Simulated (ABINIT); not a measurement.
# CdPbS3 (Pm-3m): zone-centre phonons, part 4 of 4

Aim: the zone-centre modes of CdPbS3 (Pm-3m).

ABINIT 10.8.3; DFT PBE, scalar-relativistic, plane waves, SG15 norm-conserving pseudopotentials.

So far. Step 6 (Linear response at Γ): The acoustic modes at Γ come out as far as 7.8 cm⁻¹ from zero, where they should vanish, a small numerical error. The lowest optical mode is imaginary, 144i cm⁻¹, an instability at this level and on this k mesh. Step 7 (Modes with the sum rule): The rule also moves an optical mode by 1.1 cm⁻¹. The relaxed cell has a = 5.206 Å (conventional setting).

The structure was built from a prototype and need not be the compound's stable phase.

### Step 8. Sum rules set otherwise (asr 0)

Without the rule the raw error of the acoustic modes shows.

File anaddb.abi:

```
ddb_filepath "gamma_DDB"
output_file "anaddb.abo"
outdata_prefix "anaddb"
asr 0
chneut 0
enunit 2
eivec 1
nph1l 1
qph1l 0.0 0.0 0.0 1.0
```

File mrgddb.in:

```
gamma_DDB
merged
2
dfpt_gammao_DDB
gso_DDB
```

On the command line:

```
mrgddb < mrgddb.in > mrgddb.log
OMP_NUM_THREADS=1 anaddb anaddb.abi > anaddb.log
```

anaddb.abo, the main output file:

```text
-outvars_anaddb: echo values of input variables ----------------------

 Miscellaneous information :
      enunit         2
       eivec         1
      chneut         0
 First list of wavevector (reduced coord.) :
       nph1l         1
       qph1l
                     0.00000000E+00  0.00000000E+00  0.00000000E+00    1.000E+00

================================================================================

 read the DDB information and perform some checks

  ==== Info on the Cryst% object ====
 Real(R)+Recip(G) space primitive vectors, cartesian coordinates (Bohr,Bohr^-1):
 R(1)=  9.8375675  0.0000000  0.0000000  G(1)=  0.1016511  0.0000000  0.0000000
 R(2)=  0.0000000  9.8375675  0.0000000  G(2)=  0.0000000  0.1016511  0.0000000
 R(3)=  0.0000000  0.0000000  9.8375675  G(3)=  0.0000000  0.0000000  0.1016511
 Unit cell volume ucvol=  9.5205748E+02 bohr^3
 Angles (23,13,12)=  9.00000000E+01  9.00000000E+01  9.00000000E+01 degrees
 Time-reversal symmetry is present
 Reduced atomic positions [iatom, xred, symbol]:
    1)    0.0000000  0.0000000  0.0000000  Cd
    2)    0.5000000  0.5000000  0.5000000  Pb
    3)    0.5000000  0.5000000  0.0000000   S
    4)    0.5000000  0.0000000  0.5000000   S
    5)    0.0000000  0.5000000  0.5000000   S

 DDB file with 3 blocks has been read.

================================================================================

 Treat the first list of vectors

  Phonon wavevector (reduced coordinates) :  0.00000  0.00000  0.00000
 Phonon energies in Hartree :
  -6.539810E-04 -6.539810E-04 -6.539810E-04 -5.134029E-04 -5.134029E-04
  -5.134029E-04 -9.504629E-05 -9.504629E-05 -9.504629E-05  3.541575E-05
   3.541575E-05  3.541575E-05  1.397648E-03  1.397648E-03  1.397648E-03
 Phonon energies in meV     :
- -1.779573E+01 -1.779573E+01 -1.779573E+01 -1.397040E+01 -1.397040E+01
- -1.397040E+01 -2.586341E+00 -2.586341E+00 -2.586341E+00  9.637116E-01
-  9.637116E-01  9.637116E-01  3.803195E+01  3.803195E+01  3.803195E+01
 Phonon frequencies in cm-1    :
- -1.435322E+02 -1.435322E+02 -1.435322E+02 -1.126789E+02 -1.126789E+02
- -1.126789E+02 -2.086025E+01 -2.086025E+01 -2.086025E+01  7.772859E+00
-  7.772859E+00  7.772859E+00  3.067483E+02  3.067483E+02  3.067483E+02
 Phonon frequencies in Thz     :
- -4.302988E+00 -4.302988E+00 -4.302988E+00 -3.378029E+00 -3.378029E+00
- -3.378029E+00 -6.253745E-01 -6.253745E-01 -6.253745E-01  2.330244E-01
-  2.330244E-01  2.330244E-01  9.196084E+00  9.196084E+00  9.196084E+00
 Phonon energies in Kelvin  :
- -2.065109E+02 -2.065109E+02 -2.065109E+02 -1.621198E+02 -1.621198E+02
- -1.621198E+02 -3.001324E+01 -3.001324E+01 -3.001324E+01  1.118341E+01
-  1.118341E+01  1.118341E+01  4.413424E+02  4.413424E+02  4.413424E+02

 Eigendisplacements
 (will be given, for each mode : in cartesian coordinates
   for each atom the real part of the displacement vector,
   then the imaginary part of the displacement vector - absolute values smaller than 1.0d-7 are set to zero)
  Mode number    1   Energy   -6.539810E-04
 Attention : low frequency mode.
   (Could be unstable or acoustic mode)
-  1  0.00000000E+00  0.00000000E+00  0.00000000E+00
-     0.00000000E+00  0.00000000E+00  0.00000000E+00
-  2  0.00000000E+00  0.00000000E+00  0.00000000E+00
-     0.00000000E+00  0.00000000E+00  0.00000000E+00
-  3  0.00000000E+00  0.00000000E+00  0.00000000E+00
-     0.00000000E+00  0.00000000E+00  0.00000000E+00
-  4  0.00000000E+00  0.00000000E+00 -2.92470830E-03
-     0.00000000E+00  0.00000000E+00  0.00000000E+00
-  5  0.00000000E+00  0.00000000E+00  2.92470830E-03
-     0.00000000E+00  0.00000000E+00  0.00000000E+00
  Mode number    2   Energy   -6.539810E-04
 Attention : low frequency mode.
   (Could be unstable or acoustic mode)
-  1  0.00000000E+00  0.00000000E+00  0.00000000E+00
-     0.00000000E+00  0.00000000E+00  0.00000000E+00
-  2  0.00000000E+00  0.00000000E+00  0.00000000E+00
-     0.00000000E+00  0.00000000E+00  0.00000000E+00
-  3  0.00000000E+00 -2.92470830E-03  0.00000000E+00
-     0.00000000E+00  0.00000000E+00  0.00000000E+00
-  4  0.00000000E+00  0.00000000E+00  0.00000000E+00
-     0.00000000E+00  0.00000000E+00  0.00000000E+00
-  5  0.00000000E+00  2.92470830E-03  0.00000000E+00
-     0.00000000E+00  0.00000000E+00  0.00000000E+00
  Mode number    3   Energy   -6.539810E-04
 Attention : low frequency mode.
   (Could be unstable or acoustic mode)
-  1  0.00000000E+00  0.00000000E+00  0.00000000E+00
-     0.00000000E+00  0.00000000E+00  0.00000000E+00
-  2  0.00000000E+00  0.00000000E+00  0.00000000E+00
-     0.00000000E+00  0.00000000E+00  0.00000000E+00
-  3  2.92470830E-03  0.00000000E+00  0.00000000E+00
-     0.00000000E+00  0.00000000E+00  0.00000000E+00
-  4 -2.92470830E-03  0.00000000E+00  0.00000000E+00
-     0.00000000E+00  0.00000000E+00  0.00000000E+00
-  5  0.00000000E+00  0.00000000E+00  0.00000000E+00
-     0.00000000E+00  0.00000000E+00  0.00000000E+00
  Mode number    4   Energy   -5.134029E-04
 Attention : low frequency mode.
   (Could be unstable or acoustic mode)
-  1  0.00000000E+00  0.00000000E+00  1.25417618E-03
-     0.00000000E+00  0.00000000E+00  0.00000000E+00
-  2  0.00000000E+00  0.00000000E+00  1.27070077E-04
-     0.00000000E+00  0.00000000E+00  0.00000000E+00
-  3  0.00000000E+00  0.00000000E+00 -3.15323965E-04
-     0.00000000E+00  0.00000000E+00  0.00000000E+00
-  4  0.00000000E+00  0.00000000E+00 -2.38640842E-03
-     0.00000000E+00  0.00000000E+00  0.00000000E+00
-  5  0.00000000E+00  0.00000000E+00 -2.38640842E-03
-     0.00000000E+00  0.00000000E+00  0.00000000E+00
  Mode number    5   Energy   -5.134029E-04
 Attention : low frequency mode.
   (Could be unstable or acoustic mode)
-  1  0.00000000E+00 -1.25417618E-03  0.00000000E+00
-     0.00000000E+00  0.00000000E+00  0.00000000E+00
-  2  0.00000000E+00 -1.27070077E-04  0.00000000E+00
-     0.00000000E+00  0.00000000E+00  0.00000000E+00
-  3  0.00000000E+00  2.38640842E-03  0.00000000E+00
-     0.00000000E+00  0.00000000E+00  0.00000000E+00
-  4  0.00000000E+00  3.15323965E-04  0.00000000E+00
-     0.00000000E+00  0.00000000E+00  0.00000000E+00
-  5  0.00000000E+00  2.38640842E-03  0.00000000E+00
-     0.00000000E+00  0.00000000E+00  0.00000000E+00
  Mode number    6   Energy   -5.134029E-04
 Attention : low frequency mode.
   (Could be unstable or acoustic mode)
-  1  1.25417618E-03  0.00000000E+00  0.00000000E+00
-     0.00000000E+00  0.00000000E+00  0.00000000E+00
-  2  1.27070077E-04  0.00000000E+00  0.00000000E+00
-     0.00000000E+00  0.00000000E+00  0.00000000E+00
-  3 -2.38640842E-03  0.00000000E+00  0.00000000E+00
-     0.00000000E+00  0.00000000E+00  0.00000000E+00
-  4 -2.38640842E-03  0.00000000E+00  0.00000000E+00
-     0.00000000E+00  0.00000000E+00  0.00000000E+00
-  5 -3.15323965E-04  0.00000000E+00  0.00000000E+00
-     0.00000000E+00  0.00000000E+00  0.00000000E+00
  Mode number    7   Energy   -9.504629E-05
 Attention : low frequency mode.
   (Could be unstable or acoustic mode)
-  1  0.00000000E+00  0.00000000E+00 -1.27350162E-03
-     0.00000000E+00  0.00000000E+00  0.00000000E+00
-  2  0.00000000E+00  0.00000000E+00  1.16565355E-03
-     0.00000000E+00  0.00000000E+00  0.00000000E+00
-  3  0.00000000E+00  0.00000000E+00  7.44637970E-04
-     0.00000000E+00  0.00000000E+00  0.00000000E+00
-  4  0.00000000E+00  0.00000000E+00 -1.02179720E-03
-     0.00000000E+00  0.00000000E+00  0.00000000E+00
-  5  0.00000000E+00  0.00000000E+00 -1.02179720E-03
-     0.00000000E+00  0.00000000E+00  0.00000000E+00
  Mode number    8   Energy   -9.504629E-05
 Attention : low frequency mode.
   (Could be unstable or acoustic mode)
-  1  0.00000000E+00  1.27350162E-03  0.00000000E+00
-     0.00000000E+00  0.00000000E+00  0.00000000E+00
-  2  0.00000000E+00 -1.16565355E-03  0.00000000E+00
-     0.00000000E+00  0.00000000E+00  0.00000000E+00
-  3  0.00000000E+00  1.02179720E-03  0.00000000E+00
-     0.00000000E+00  0.00000000E+00  0.00000000E+00
-  4  0.00000000E+00 -7.44637970E-04  0.00000000E+00
-     0.00000000E+00  0.00000000E+00  0.00000000E+00
-  5  0.00000000E+00  1.02179720E-03  0.00000000E+00
-     0.00000000E+00  0.00000000E+00  0.00000000E+00
  Mode number    9   Energy   -9.504629E-05
 Attention : low frequency mode.
   (Could be unstable or acoustic mode)
-  1  1.27350162E-03  0.00000000E+00  0.00000000E+00
-     0.00000000E+00  0.00000000E+00  0.00000000E+00
-  2 -1.16565355E-03  0.00000000E+00  0.00000000E+00
-     0.00000000E+00  0.00000000E+00  0.00000000E+00
-  3  1.02179720E-03  0.00000000E+00  0.00000000E+00
-     0.00000000E+00  0.00000000E+00  0.00000000E+00
-  4  1.02179720E-03  0.00000000E+00  0.00000000E+00
-     0.00000000E+00  0.00000000E+00  0.00000000E+00
-  5 -7.44637970E-04  0.00000000E+00  0.00000000E+00
-     0.00000000E+00  0.00000000E+00  0.00000000E+00
  Mode number   10   Energy    3.541575E-05
-  1  0.00000000E+00  0.00000000E+00 -1.29816952E-03
-     0.00000000E+00  0.00000000E+00  0.00000000E+00
-  2  0.00000000E+00  0.00000000E+00 -1.01664446E-03
-     0.00000000E+00  0.00000000E+00  0.00000000E+00
-  3  0.00000000E+00  0.00000000E+00 -1.06789997E-03
-     0.00000000E+00  0.00000000E+00  0.00000000E+00
-  4  0.00000000E+00  0.00000000E+00 -1.30020142E-03
-     0.00000000E+00  0.00000000E+00  0.00000000E+00
-  5  0.00000000E+00  0.00000000E+00 -1.30020142E-03
-     0.00000000E+00  0.00000000E+00  0.00000000E+00
  Mode number   11   Energy    3.541575E-05
-  1  0.00000000E+00  1.29816952E-03  0.00000000E+00
-     0.00000000E+00  0.00000000E+00  0.00000000E+00
-  2  0.00000000E+00  1.01664446E-03  0.00000000E+00
-     0.00000000E+00  0.00000000E+00  0.00000000E+00
-  3  0.00000000E+00  1.30020142E-03  0.00000000E+00
-     0.00000000E+00  0.00000000E+00  0.00000000E+00
-  4  0.00000000E+00  1.06789997E-03  0.00000000E+00
-     0.00000000E+00  0.00000000E+00  0.00000000E+00
-  5  0.00000000E+00  1.30020142E-03  0.00000000E+00
-     0.00000000E+00  0.00000000E+00  0.00000000E+00
  Mode number   12   Energy    3.541575E-05
-  1  1.29816952E-03  0.00000000E+00  0.00000000E+00
-     0.00000000E+00  0.00000000E+00  0.00000000E+00
-  2  1.01664446E-03  0.00000000E+00  0.00000000E+00
-     0.00000000E+00  0.00000000E+00  0.00000000E+00
-  3  1.30020142E-03  0.00000000E+00  0.00000000E+00
-     0.00000000E+00  0.00000000E+00  0.00000000E+00
-  4  1.30020142E-03  0.00000000E+00  0.00000000E+00
-     0.00000000E+00  0.00000000E+00  0.00000000E+00
-  5  1.06789997E-03  0.00000000E+00  0.00000000E+00
-     0.00000000E+00  0.00000000E+00  0.00000000E+00
  Mode number   13   Energy    1.397648E-03
-  1  0.00000000E+00  0.00000000E+00  1.08722259E-05
-     0.00000000E+00  0.00000000E+00  0.00000000E+00
-  2  0.00000000E+00  0.00000000E+00  4.89004559E-04
-     0.00000000E+00  0.00000000E+00  0.00000000E+00
-  3  0.00000000E+00  0.00000000E+00 -3.91324827E-03
-     0.00000000E+00  0.00000000E+00  0.00000000E+00
-  4  0.00000000E+00  0.00000000E+00  3.52675767E-04
-     0.00000000E+00  0.00000000E+00  0.00000000E+00
-  5  0.00000000E+00  0.00000000E+00  3.52675767E-04
-     0.00000000E+00  0.00000000E+00  0.00000000E+00
  Mode number   14   Energy    1.397648E-03
-  1  0.00000000E+00  1.08722259E-05  0.00000000E+00
-     0.00000000E+00  0.00000000E+00  0.00000000E+00
-  2  0.00000000E+00  4.89004559E-04  0.00000000E+00
-     0.00000000E+00  0.00000000E+00  0.00000000E+00
-  3  0.00000000E+00  3.52675767E-04  0.00000000E+00
-     0.00000000E+00  0.00000000E+00  0.00000000E+00
-  4  0.00000000E+00 -3.91324827E-03  0.00000000E+00
-     0.00000000E+00  0.00000000E+00  0.00000000E+00
-  5  0.00000000E+00  3.52675767E-04  0.00000000E+00
-     0.00000000E+00  0.00000000E+00  0.00000000E+00
  Mode number   15   Energy    1.397648E-03
-  1  1.08722259E-05  0.00000000E+00  0.00000000E+00
-     0.00000000E+00  0.00000000E+00  0.00000000E+00
-  2  4.89004559E-04  0.00000000E+00  0.00000000E+00
-     0.00000000E+00  0.00000000E+00  0.00000000E+00
-  3  3.52675767E-04  0.00000000E+00  0.00000000E+00
-     0.00000000E+00  0.00000000E+00  0.00000000E+00
-  4  3.52675767E-04  0.00000000E+00  0.00000000E+00
-     0.00000000E+00  0.00000000E+00  0.00000000E+00
-  5 -3.91324827E-03  0.00000000E+00  0.00000000E+00
-     0.00000000E+00  0.00000000E+00  0.00000000E+00

 Analysis of degeneracies and characters (maximum tolerance=1.00E-06 a.u.)
 For each vibration mode, or group of modes if degenerate,
 the characters are given for each symmetry operation (see the list in the log file).
 Symmetry characters of vibration mode #   1
       degenerate with vibration modes #   2 to    3
  3.0 -3.0 -1.0  1.0 -1.0  1.0 -1.0  1.0 -1.0  1.0  1.0 -1.0 -1.0  1.0  1.0 -1.0
 -0.0  0.0 -0.0  0.0  0.0 -0.0  0.0 -0.0 -1.0  1.0  1.0 -1.0  1.0 -1.0 -1.0  1.0
 -0.0  0.0  0.0 -0.0  0.0 -0.0 -0.0  0.0 -1.0  1.0 -1.0  1.0  1.0 -1.0  1.0 -1.0
 Symmetry characters of vibration mode #   4
       degenerate with vibration modes #   5 to    6
  3.0 -3.0 -1.0  1.0 -1.0  1.0 -1.0  1.0  1.0 -1.0 -1.0  1.0  1.0 -1.0 -1.0  1.0
 -0.0  0.0 -0.0  0.0  0.0 -0.0  0.0 -0.0  1.0 -1.0 -1.0  1.0 -1.0  1.0  1.0 -1.0
 -0.0  0.0  0.0 -0.0  0.0 -0.0 -0.0  0.0  1.0 -1.0  1.0 -1.0 -1.0  1.0 -1.0  1.0
 Symmetry characters of vibration mode #   7
       degenerate with vibration modes #   8 to    9
  3.0 -3.0 -1.0  1.0 -1.0  1.0 -1.0  1.0  1.0 -1.0 -1.0  1.0  1.0 -1.0 -1.0  1.0
 -0.0  0.0  0.0 -0.0 -0.0  0.0  0.0 -0.0  1.0 -1.0 -1.0  1.0 -1.0  1.0  1.0 -1.0
 -0.0  0.0 -0.0  0.0  0.0 -0.0  0.0 -0.0  1.0 -1.0  1.0 -1.0 -1.0  1.0 -1.0  1.0
 Symmetry characters of vibration mode #  10
       degenerate with vibration modes #  11 to   12
  3.0 -3.0 -1.0  1.0 -1.0  1.0 -1.0  1.0  1.0 -1.0 -1.0  1.0  1.0 -1.0 -1.0  1.0
 -0.0  0.0 -0.0  0.0  0.0 -0.0  0.0 -0.0  1.0 -1.0 -1.0  1.0 -1.0  1.0  1.0 -1.0
 -0.0  0.0  0.0 -0.0  0.0 -0.0 -0.0  0.0  1.0 -1.0  1.0 -1.0 -1.0  1.0 -1.0  1.0
 Symmetry characters of vibration mode #  13
       degenerate with vibration modes #  14 to   15
  3.0 -3.0 -1.0  1.0 -1.0  1.0 -1.0  1.0  1.0 -1.0 -1.0  1.0  1.0 -1.0 -1.0  1.0
  0.0 -0.0  0.0 -0.0 -0.0  0.0 -0.0  0.0  1.0 -1.0 -1.0  1.0 -1.0  1.0  1.0 -1.0
  0.0 -0.0 -0.0  0.0 -0.0  0.0  0.0 -0.0  1.0 -1.0  1.0 -1.0 -1.0  1.0 -1.0  1.0
-
```

Elapsed: 0.5 s, on 1 thread of Arm Neoverse V1, shared host.

This step gave:

| Quantity | Value |
| --- | --- |
| highest optical zone-centre mode (no LO-TO term) | 306.8 cm⁻¹ |
| lowest optical zone-centre mode | -143.5 cm⁻¹ |

Zone-centre frequencies as printed; negative means imaginary. Modes:

| mode | frequency (cm⁻¹) |
| --- | --- |
| 1 | -143.5 |
| 2 | -143.5 |
| 3 | -143.5 |
| 4 | -112.7 |
| 5 | -112.7 |
| 6 | -112.7 |
| 7 | -20.86 |
| 8 | -20.86 |
| 9 | -20.86 |
| 10 | 7.77 |
| 11 | 7.77 |
| 12 | 7.77 |
| 13 | 306.8 |
| 14 | 306.8 |
| 15 | 306.8 |

### Step 9. Outcome

| Quantity | Value |
| --- | --- |
| space group after relaxation | Pm-3m |
| volume per atom | 28.2 Å³ |
| highest optical zone-centre mode (no LO-TO term) | 306.4 cm⁻¹ |
| lowest optical zone-centre mode | -144.7 cm⁻¹ |
| imaginary optical modes at the zone centre (no q mesh in this session) | yes |

At the PBE level the optical modes of CdPbS3 (Pm-3m) at the zone centre run from 145i to 306 cm⁻¹, so the structure is a saddle point, with 9 modes beyond 10i cm⁻¹ there. These are harmonic frequencies at zero temperature: anharmonic shifts and linewidths and thermal expansion are left out. Spin-orbit coupling is left out, which can matter for the heavy elements here. In a metal the frequencies hang on the k mesh and the smearing, most of all near Kohn anomalies. The structure is a hypothetical one, built on a prototype.

[Host names and launcher messages were left out of these logs when they were recorded.]

[Logs are printed without paths, hosts, clocks, repeated set-up lines and the standing remarks that a program may print on its own settings, such as how far it seeks lower states.]

[Hosts, paths, dates, database ids (printed as entryN), source tags and the programs' standing remarks are cut or masked in the printed files.]
